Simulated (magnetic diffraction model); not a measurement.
## CrAgBiS4: what an assumed order does to the neutron pattern

Space group C2/c (no. 15), a = 9.0670 Å, b = 8.9850 Å, c = 20.9130 Å, β = 90.72°.

| site | atom | x | y | z |
| --- | --- | --- | --- | --- |
| 8f | Bi | 0.0195 | 0.3253 | 0.3657 |
| 8f | Ag | 0.1443 | 0.6957 | 0.0597 |
| 8f | Cr | 0.2456 | 0.5815 | 0.2484 |
| 8f | S | 0.1780 | 0.3437 | 0.3017 |
| 8f | S | 0.1007 | 0.1537 | 0.1556 |
| 8f | S | 0.1111 | 0.3246 | 0.4473 |
| 8f | S | 0.0883 | 0.5243 | 0.1501 |

The compound is invented for this exercise: a known structure type with other elements, its cell scaled to their sizes and not relaxed.

Only Cr is taken to order (form factors of Cr4+); orders and moment sizes are assumed, and not adapted to the symmetry. Radiation: neutrons of λ = 1.594 Å, 3° to 30°; isotropic B of 0.27 Å² (Bi), 0.43 Å² (Ag), 0.42 Å² (Cr) and 0.57 Å² (S). The intensities are simulated: I ∝ L Σ (|F_N|² + |F_M⊥|²) for unpolarised neutrons, with F_M = 2.695 fm/μB × Σ f(s) S exp(2πi Q·r) exp(−B s²) at Q = H ± k (one set where k and −k are equivalent), only the part normal to Q counting and L = 1/(sin²θ cos θ). For collinear order S is the moment m, which repeats by lattice and centring translations R with the sign exp(−2πi k·R). Form factors are spin-only for 3d ions and dipole or tabulated for f ions, scattering lengths are Sears's of 1992, and absorption is left out. A label names one of the reflections at its angle. The strongest nuclear line in the range is 100, and lines under 0.2 are left out.

Assume the order k = (1/2 1/2 1/2), collinear moments along [010], 1.49 μB on Cr; signs + at (0.2456, 0.5815, 0.2484), − at (0.2456, 0.4185, 0.7484), + at (0.7544, 0.5815, 0.2516), − at (0.7544, 0.4185, 0.7516).

Predict the pattern, nuclear and magnetic parts apart.

```csv
2θ (°),index,nuclear,magnetic
7.47,(1/2 1/2 -1/2),0.0,3.4
7.50,(1/2 1/2 1/2),0.0,1.1
8.74,(0 0 2),4.1,0.0
9.67,(1/2 1/2 -3/2),0.0,0.9
9.76,(1/2 1/2 3/2),0.0,2.5
13.03,(1/2 1/2 -5/2),0.0,1.7
13.14,(1/2 1/2 5/2),0.0,0.5
14.35,(1 1 0),37.5,0.0
14.97,(1 1 -1),100.0,0.0
15.04,(1 1 1),0.4,0.0
16.12,(-3/2 1/2 1/2),0.0,0.4
16.17,(3/2 -1/2 1/2),0.0,1.2
16.88,(1/2 1/2 -7/2),0.0,0.4
17.00,(1/2 1/2 7/2),0.0,0.9
17.23,(-3/2 1/2 3/2),0.0,1.0
17.37,(3/2 -1/2 3/2),0.0,0.4
17.39,(-1/2 3/2 3/2),0.0,0.3
17.54,(0 0 4),10.2,0.0
19.31,(-3/2 1/2 5/2),0.0,0.3
19.41,(1 1 -3),5.1,0.0
19.52,(3/2 -1/2 5/2),0.0,0.8
19.55,(1/2 -3/2 5/2),0.0,0.4
19.58,(1 1 3),0.5,0.0
20.25,(2 0 0),2.5,0.0
20.44,(0 2 0),11.4,0.0
20.91,(0 2 1),0.3,0.0
20.97,(1/2 1/2 -9/2),0.0,0.7
21.69,(3/2 3/2 -1/2),0.0,0.4
21.99,(2 0 -2),5.3,0.0
22.09,(-3/2 1/2 7/2),0.0,0.6
22.27,(-1/2 3/2 7/2),0.0,0.4
22.27,(0 2 2),7.8,0.0
22.36,(3/2 -1/2 7/2),0.0,0.2
22.63,(1 1 -4),1.2,0.0
22.65,(3/2 3/2 3/2),0.0,0.5
22.83,(1 1 4),8.7,0.0
24.18,(3/2 3/2 -5/2),0.0,0.4
24.37,(0 2 3),2.3,0.0
25.33,(1/2 1/2 11/2),0.0,0.3
25.64,(1/2 -3/2 9/2),0.0,0.3
25.67,(3/2 -1/2 9/2),0.0,0.5
25.98,(5/2 1/2 -1/2),0.0,0.3
26.23,(1 1 -5),16.5,0.0
26.45,(1 1 5),16.7,0.0
26.70,(3/2 3/2 7/2),0.0,0.4
26.74,(2 0 -4),11.6,0.0
26.84,(5/2 1/2 3/2),0.0,0.3
27.05,(0 2 4),3.1,0.0
```
(The table stops after 48 lines; 10 more lie at higher angle.)

The strongest magnetic line in the range is (1/2 1/2 -1/2) at 7.47° (3.4). On top of the Lorentz factor, which all lines share, magnetic lines fade with angle because f falls: for Cr4+ it is 0.91, 0.70, 0.47 and 0.14 at sin θ/λ = 0.1, 0.2, 0.3 and 0.5 Å⁻¹, while nuclear lengths stay constant. The order has no net moment.

[Logs are printed without paths, hosts, clocks, repeated set-up lines and the standing remarks that a program may print on its own settings, such as how far it seeks lower states.]
